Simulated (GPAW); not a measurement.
## Quasiparticle gap of CaI2 (2H monolayer) in GPAW

How does a plane-wave GW calculation on CaI2 (2H monolayer) run from the first input to the gap?

Program: GPAW 26.7.0. Level of theory: LDA and many-body steps on it, plane waves. Results are calculated unless marked as measured.

**1. Set-up**

The cell holds 3 atoms: 1 Ca and 2 I. Its edges and angles: a = 4.078 Å, b = 4.078 Å, c = 15.000 Å, α = 90.0°, β = 90.0°, γ = 120.0°. Vacuum lies along c.

The start is a generated structure, not a measured one. Spin-orbit coupling is left out unless a step names it.

**2. Relaxation**

This step: GPAW 26.7.0; DFT, LDA, plane waves, PAW.

A relaxation at this level of theory: leftover forces would pass straight into the levels.

File run.py:

```python
import json
import numpy as np
from gpaw.mpi import world
from ase import Atoms
from ase.constraints import FixSymmetry
from ase.filters import FrechetCellFilter
from ase.optimize import BFGS
from gpaw import GPAW, PW, FermiDirac

atoms = Atoms(['Ca', 'I', 'I'],
    cell=[[4.0775153400, 0.0000000000, 0.0000000000],
      [-2.0387576700, 3.5312318688, 0.0000000000],
      [0.0000000000, 0.0000000000, 15.0000000000]],
    scaled_positions=[[0.3333333333, 0.6666666667, 0.5000000000],
      [0.6666666667, 0.3333333333, 0.6327065360],
      [0.6666666667, 0.3333333333, 0.3672934640]],
    pbc=(True, True, False))
atoms.set_constraint(FixSymmetry(atoms))
atoms.calc = GPAW(mode=PW(550),
    xc='LDA',
    kpts={'size': (9, 9, 1), 'gamma': True},
    occupations=FermiDirac(0.02),
    convergence={'density': 1e-5},
    txt='relax.txt')
steps = []
opt = BFGS(FrechetCellFilter(atoms, mask=[1, 1, 0, 0, 0, 1]), logfile='bfgs.log')
opt.attach(lambda: steps.append([atoms.get_potential_energy(), atoms.cell[:], atoms.positions.copy(), atoms.get_forces()]))
converged = opt.run(fmax=0.03, steps=50)
res = {'converged': bool(converged), 'steps': steps, 'cell': atoms.cell[:], 'frac': atoms.get_scaled_positions()}

if world.rank == 0:
    with open('result.json', 'w') as f:
        json.dump(res, f, default=lambda x: x.tolist())
```

Launch:

```sh
$ mpirun -n 4 gpaw python run.py
```

Numbers of over 12 decimals in the logs are rounded to 6 here.

The program printed:

```text
Step     Time          Energy          fmax
BFGS:    0       -10.818329        0.326993
BFGS:    1       -10.822564        0.308014
BFGS:    2       -10.863086        0.062499
BFGS:    3       -10.863320        0.049374
BFGS:    4       -10.863506        0.034356
BFGS:    5       -10.863720        0.021378
```

Run time: 40 s. Hardware: 4 MPI ranks of Arm Neoverse V1, shared host; peak memory 1 GiB.

Relaxation path:

| step | energy less that of the first step (eV) | largest force (eV/Å) |
| --- | --- | --- |
| 1 | 0.0000 | 0.2080 |
| 2 | -0.0042 | 0.2015 |
| 3 | -0.0448 | 0.0625 |
| 4 | -0.0450 | 0.0494 |
| 5 | -0.0452 | 0.0344 |
| 6 | -0.0454 | 0.0103 |

The atoms that moved most (Å):

| atom | dx | dy | dz | length |
| --- | --- | --- | --- | --- |
| I2 | 0.000 | 0.000 | -0.071 | 0.071 |
| I3 | 0.000 | 0.000 | 0.071 | 0.071 |

Final coordinates:

```xyz
3
Lattice="4.2113 0.0000 0.0000 -2.1056 3.6471 0.0000 0.0000 0.0000 15.0000" Properties=species:S:1:pos:R:3
Ca    0.0000    2.4314    7.5000
I     2.1056    1.2157    9.4194
I     2.1056    1.2157    5.5806
```

**3. Ground state**

The ground-state density comes first.

File run.py:

```python
import json
import numpy as np
from gpaw.mpi import world
from ase import Atoms
from gpaw import GPAW, PW, FermiDirac

atoms = Atoms(['Ca', 'I', 'I'],
    cell=[[4.2112773842, 0.0000000000, 0.0000000000],
      [-2.1056386921, 3.6470731971, 0.0000000000],
      [0.0000000000, 0.0000000000, 15.0000000000]],
    scaled_positions=[[0.3333333333, 0.6666666667, 0.5000000000],
      [0.6666666667, 0.3333333333, 0.6279588408],
      [0.6666666667, 0.3333333333, 0.3720411592]],
    pbc=(True, True, False))
calc = GPAW(mode=PW(450),
    xc='LDA',
    kpts={'size': (9, 9, 1), 'gamma': True},
    occupations=FermiDirac(0.001),
    nbands=-7,
    convergence={'density': 1e-6, 'bands': -3},
    maxiter=100,
    txt='gs.txt')
atoms.calc = calc
res = {'energy': atoms.get_potential_energy()}
kpts = calc.get_ibz_k_points()
res['kpts'] = kpts
res['eigenvalues'] = [calc.get_eigenvalues(kpt=k) for k in range(len(kpts))]
res['n_electrons'] = calc.get_number_of_electrons()
calc.write('gs.gpw')

if world.rank == 0:
    with open('result.json', 'w') as f:
        json.dump(res, f, default=lambda x: x.tolist())
```

Launch:

```sh
$ mpirun -n 4 gpaw python run.py
```

The program printed:

```text
__  _  _
 | _ |_)|_||  |
 |__||  | ||/\| - 26.7.0

Input parameters:
  mode=PW(ecut=450.000000),
  convergence={'density': 1e-06, 'bands': -3},
  kpts=MonkhorstPack(size=(9, 9, 1), gamma=True),
  maxiter=100,
  nbands=-7,
  occupations=Occupations(name='fermi-dirac', width=0.001, fixmagmom=False),
  xc=XC(name='LDA')
  [... matrices ...]
Diagonalizing LCAO Hamiltonian
Converting LCAO to pw mode

            I

        Ca

            I

Atoms  # Å, Bohr magnetons
|   | symbol |         x |        y |        z |    initial magnetic moments |
| 0 |     Ca | -0.000000 | 2.431382 | 7.500000 | ( 0.0000,  0.0000,  0.0000) |
| 1 |      I |  2.105639 | 1.215691 | 9.419383 | ( 0.0000,  0.0000,  0.0000) |
| 2 |      I |  2.105639 | 1.215691 | 5.580617 | ( 0.0000,  0.0000,  0.0000) |

Unit cell  # Å
| periodic |         x |        y |         z |   lengths |     angles |
|      yes |  4.211277 | 0.000000 |  0.000000 |  4.211277 |  90.000000 |
|      yes | -2.105639 | 3.647073 |  0.000000 |  4.211277 |  90.000000 |
|       no |  0.000000 | 0.000000 | 15.000000 | 15.000000 | 120.000000 |

Number of symmetries: 12
Symmetry operations  # r_c * U_cc + t_c -> r_c
|    | kind |            matrix            |
|  0 |  σ   |  1, 1, 0,  0,-1, 0,  0, 0, 1 |
|  1 |  C2  |  1, 1, 0,  0,-1, 0,  0, 0,-1 |
|  2 |  E   |  1, 0, 0,  0, 1, 0,  0, 0, 1 |
|  3 |  σ   |  1, 0, 0,  0, 1, 0,  0, 0,-1 |
|  4 |  C3  |  0, 1, 0, -1,-1, 0,  0, 0, 1 |
|  5 |  S3  |  0, 1, 0, -1,-1, 0,  0, 0,-1 |
|  6 |  σ   |  0,-1, 0, -1, 0, 0,  0, 0, 1 |
|  7 |  C2  |  0,-1, 0, -1, 0, 0,  0, 0,-1 |
|  8 |  σ   | -1, 0, 0,  1, 1, 0,  0, 0, 1 |
|  9 |  C2  | -1, 0, 0,  1, 1, 0,  0, 0,-1 |
| 10 |  C3  | -1,-1, 0,  1, 0, 0,  0, 0, 1 |
| 11 |  S3  | -1,-1, 0,  1, 0, 0,  0, 0,-1 |

BZ-sampling:
  Number of BZ points: 81
  Number of IBZ points: 12

  Monkhorst-Pack size: [9, 9, 1]
  Monkhorst-Pack shift: [0, 0, 0]

K-points  # in reciprocal-cell coordinates
|     |                                coordinates |     weight |
|   0 | (  0.00000000,   0.00000000,   0.00000000) | 0.01234568 |
|   1 | (  0.11111111,   0.00000000,   0.00000000) | 0.07407407 |
|   2 | (  0.22222222,  -0.11111111,   0.00000000) | 0.07407407 |
|   3 | (  0.22222222,   0.00000000,   0.00000000) | 0.07407407 |
|   4 | (  0.33333333,  -0.11111111,   0.00000000) | 0.14814815 |
|   5 | (  0.33333333,   0.00000000,   0.00000000) | 0.07407407 |
|   6 | (  0.33333333,   0.33333333,   0.00000000) | 0.02469136 |
|   7 | (  0.44444444,  -0.22222222,   0.00000000) | 0.07407407 |
|   8 | (  0.44444444,  -0.11111111,   0.00000000) | 0.14814815 |
|   9 | (  0.44444444,   0.00000000,   0.00000000) | 0.07407407 |
| ... |                                            |            |
|  11 | (  0.44444444,   0.44444444,   0.00000000) | 0.07407407 |

Plane wave coefficients: 5013
Cutoff: 450.000000 eV

Spin-components: 1 (collinear spins)
Bands:           19
Projectors:      15
Spin-degeneracy: 2
Datatype:        complex128

  Storage: CPU
  Wave functions: 18_287_424 bytes (4_571_856 per core)
  Projectors: 21_174_912 bytes (5_293_728 per core)
  [... matrices ...]
Parallelization:
  kpt:    4
  domain: 1
  band:   1

Density:
  Valence electrons: 24.0
  Components: 1
  Grid points: [21 21 75]
  Charge: 0.0  # |e|

Potential:
  Grid points: [21 21 75]

species:
  Ca:
    name:    Calcium
    Z:       20.0
    valence: 10
    core:    10
    charge:  0.0  # [|e|]
    compensation charges:
      type: gauss
      rc: 0.37  # [Å]
      lmax: 2
    cutoffs:
      filter: 2.10  # [Å]
      core: 1.17  # [Å]
    projectors
    | kind |    occ | energy [eV] | rcut [Å] |
    |   3s |  2.000 |     -46.826 |    1.175 |
    |   4s |  2.000 |      -3.864 |    1.175 |
    |   3p |  6.000 |     -27.986 |    1.154 |
    |    p |        |      -0.774 |    1.154 |
    |    d |        |       0.000 |    0.937 |

    Using partial waves for Ca as LCAO basis

  I:
    name:    Iodine
    Z:       53.0
    valence: 7
    core:    46
    charge:  0.0  # [|e|]
    compensation charges:
      type: gauss
      rc: 0.37  # [Å]
      lmax: 2
    cutoffs:
      filter: 2.06  # [Å]
      core: 2.90  # [Å]
    projectors
    | kind |    occ | energy [eV] | rcut [Å] |
    |   5s |  2.000 |     -17.626 |    1.164 |
    |   5p |  5.000 |      -7.241 |    1.164 |
    |    s |        |       9.585 |    1.164 |
    |    p |        |      19.970 |    1.164 |
    |    d |        |       0.000 |    1.164 |

    Using partial waves for I as LCAO basis

Reference energy: -405233.383312  # eV

eigensolver:
  PPCG
  Converge bands: -3
  niter=2

density mixing:
  MSR1-Mixer
  Pratt-step length: 0.05
  Maximum mixing coefficient: 0.75
  Old densities: 10
  SVD Regularization: 0.005
  Good broyden scale: 1.0
  Trust region scale: 1.0
  Backstep threshold: 4.0
  History deletion threshold: 6.0
  Fourier metric: weight=20.0, sigma=0.015

occupation numbers:
  Fermi-Dirac:
    width: 0.0010  # eV

poisson solver:
  ecut: 3600.000000  # eV

xc functional:
  name: None

Initialization done in: 0.822 s

convergence criteria:
- Maximum integral of absolute [dens]ity change: 1e-06 electrons / valence electron
- Maximum [total energy] change in last 3 cyles: 0.0005 eV / valence electron
- Maximum integral of absolute [eigenst]ate change: 4e-08 eV^2 / valence electron
maximum number of iterations: 100

SCF iterations
|iter     |     time |      energy | eigst |  dens |
|iter:   1|  |  -10.745923 | +1.36 |       |
|iter:   2|  |  -10.909510 | +0.35 | -1.32 |
|iter:   3|  |  -10.909116 | -0.58 | -1.37 |
|iter:   4|  |  -10.886017 | -1.29 | -1.58 |
|iter:   5|  |  -10.882587 | -1.73 | -1.76 |
|iter:   6|  |  -10.859000 | -1.79 | -1.93 |
|iter:   7|  |  -10.855316 | -2.51 | -2.30 |
|iter:   8|  |  -10.854835c| -3.22 | -2.70 |
|iter:   9|  |  -10.854832c| -4.19 | -3.63 |
|iter:  10|  |  -10.854833c| -4.88 | -4.28 |
|iter:  11|  |  -10.854833c| -5.57 | -5.08 |
|iter:  12|  |  -10.854833c| -6.10 | -5.61 |
|iter:  13|  |  -10.854833c| -6.79 | -6.25c|
|iter:  14|  |  -10.854833c| -7.29 | -6.94c|
|iter:  15|  |  -10.854833c| -7.58c| -7.70c|

Converged in 15 steps
SCF loop duration: 8.665 s (0.578 s/step)
Energy contributions relative to reference atoms: (reference = -405233.383312)
  [... matrices ...]
Energy contributions:
  Kinetic:          16.805125
  Coulomb:         -14.194320
  Zero:             -0.620565
  External:          0.000000
  Xc:              -12.845073
  Entropy:          -0.000000
  Spinorbit:         0.000000
  ----------------------------
  Free energy:     -10.854833
  Extrapolated:    -10.854833

dipole moment: (2.109884, -1.218098, 0.000135)  # |e|*Ang

Fermi level: -0.139
Eigenvalues  # (at kpt = [0.000, 0.000, 0.000])
| band index |      eig [eV] | occ [0-2] |
|          0 |       -41.668 |     2.000 |
|        ... |               |           |
|          4 |       -13.942 |     2.000 |
|          5 |       -13.557 |     2.000 |
|          6 |        -4.978 |     2.000 |
|          7 |        -2.973 |     2.000 |
|          8 |        -2.709 |     2.000 |
|          9 |        -2.709 |     2.000 |
|         10 |        -2.379 |     2.000 |
|         11 |        -2.379 |     2.000 |
|         12 |         1.678 |     0.000 |
|         13 |         1.822 |     0.000 |
|         14 |         2.421 |     0.000 |
|         15 |         2.421 |     0.000 |
|         16 |         2.635 |     0.000 |
|         17 |         2.635 |     0.000 |
|         18 |         3.426 |     0.000 |

Gap: 2.997 eV
Transition (v -> c):
  (s=0, k=0, n=11, [0.00, 0.00, 0.00]) -> (s=0, k=9, n=12, [0.44, 0.00, 0.00])
Direct/indirect transitions are different
Direct gap: 3.364 eV
Transition at: (s=0, k=9, n=11, [0.44, 0.00, 0.00])
vacuum-level: 4.378  # V
# Writing to gs.gpw (mode='')
  [... matrices ...]
```

Run time: 11 s. Hardware: 4 MPI ranks; peak memory 0.75 GiB; 45 s of CPU time.

This step gave:

* total energy: -10.85 eV
* gap: 2.997 eV
* k of the valence top: 0, 0, 0
* k of the conduction bottom: 0.4444, 0, 0
* least direct gap: 3.364 eV

The gap is indirect, with the least direct gap 0.37 eV higher.

**4. Empty states on the mesh, 6×6×1 mesh, 384 bands**

The sums over transitions need many empty states on a uniform mesh; this step solves for them.

File run.py:

```python
import json
import numpy as np
from gpaw.mpi import world
from gpaw import GPAW

calc = GPAW('gs.gpw').fixed_density(kpts={'size': (6, 6, 1), 'gamma': True},
    parallel={'domain': 1, 'band': 1},
    txt='nscf.txt')
calc.diagonalize_full_hamiltonian(nbands=384)
calc.write('full.gpw', mode='all')
res = {}
kpts = calc.get_ibz_k_points()
res['kpts'] = kpts
res['eigenvalues'] = [calc.get_eigenvalues(kpt=k) for k in range(len(kpts))]
res['n_electrons'] = calc.get_number_of_electrons()

if world.rank == 0:
    with open('result.json', 'w') as f:
        json.dump(res, f, default=lambda x: x.tolist())
```

Launch:

```sh
$ mpirun -n 4 gpaw python run.py
```

The program printed:

```text
Diagonalizing LCAO Hamiltonian
Converting LCAO to pw mode
convergence criteria:
- Maximum integral of absolute [eigenst]ate change: 4e-08 eV^2 / valence electron
maximum number of iterations: 100

SCF iterations
|iter     |     time |      energy | eigst |  dens |
|iter:   1|  |             | +1.37 |       |
|iter:   2|  |             | +0.31 |       |
|iter:   3|  |             | -0.61 |       |
[...]
|iter:  20|  |             | -6.99 |       |
|iter:  21|  |             | -7.24 |       |
|iter:  22|  |             | -7.51c|       |
SCF steps: 22
  __  _  _
 | _ |_)|_||  |
 |__||  | ||/\| - 26.7.0

Input parameters:
  mode=PW(ecut=450.000000),
  convergence={'density': 1e-06, 'bands': -3},
  gpts=array([21, 21, 75]),
  kpts=MonkhorstPack(size=(6, 6, 1), gamma=True),
  maxiter=100,
  nbands=19,
  occupations=Occupations(name='fermi-dirac', width=0.001, fixmagmom=False),
  parallel={'domain': 1, 'band': 1},
  xc=XC(name='LDA')
Matrix size: 5013x5013
# Writing to full.gpw (mode='all')
  [... matrices ...]

timing:  # [seconds]
  Total: 226.472  # ━━━━━━━━━━━━━━━━━━━━━━━━━━━━━━━━━━━━━━━━━━━━━━━━━━━━━━━━━
```

The job ended after 3.9 min (4 MPI ranks; peak memory 8.5 GiB).

This step gave:

* gap: 2.977 eV
* k of the valence top: 0, 0, 0
* k of the conduction bottom: 0.5, 0.5, 0
* least direct gap: 3.337 eV
* k points computed: 7
* lowest point of the top converged band, above the valence top: 79.2226 eV

On this mesh the gap is 2.977 eV.

(Part 1 of 2 ends here.)

[Paths, hosts, dates, memory and timing lines, banners, echoed tables and standing remarks are left out of the program output.]

[Logs are printed without paths, hosts, clocks, repeated set-up lines and the standing remarks that a program may print on its own settings, such as how far it seeks lower states.]

[Runs of the session that timed out or met a known fault of the program may be left out.]

[Hosts, paths, dates, database ids (printed as entryN), source tags and the programs' standing remarks are cut or masked in the printed files.]
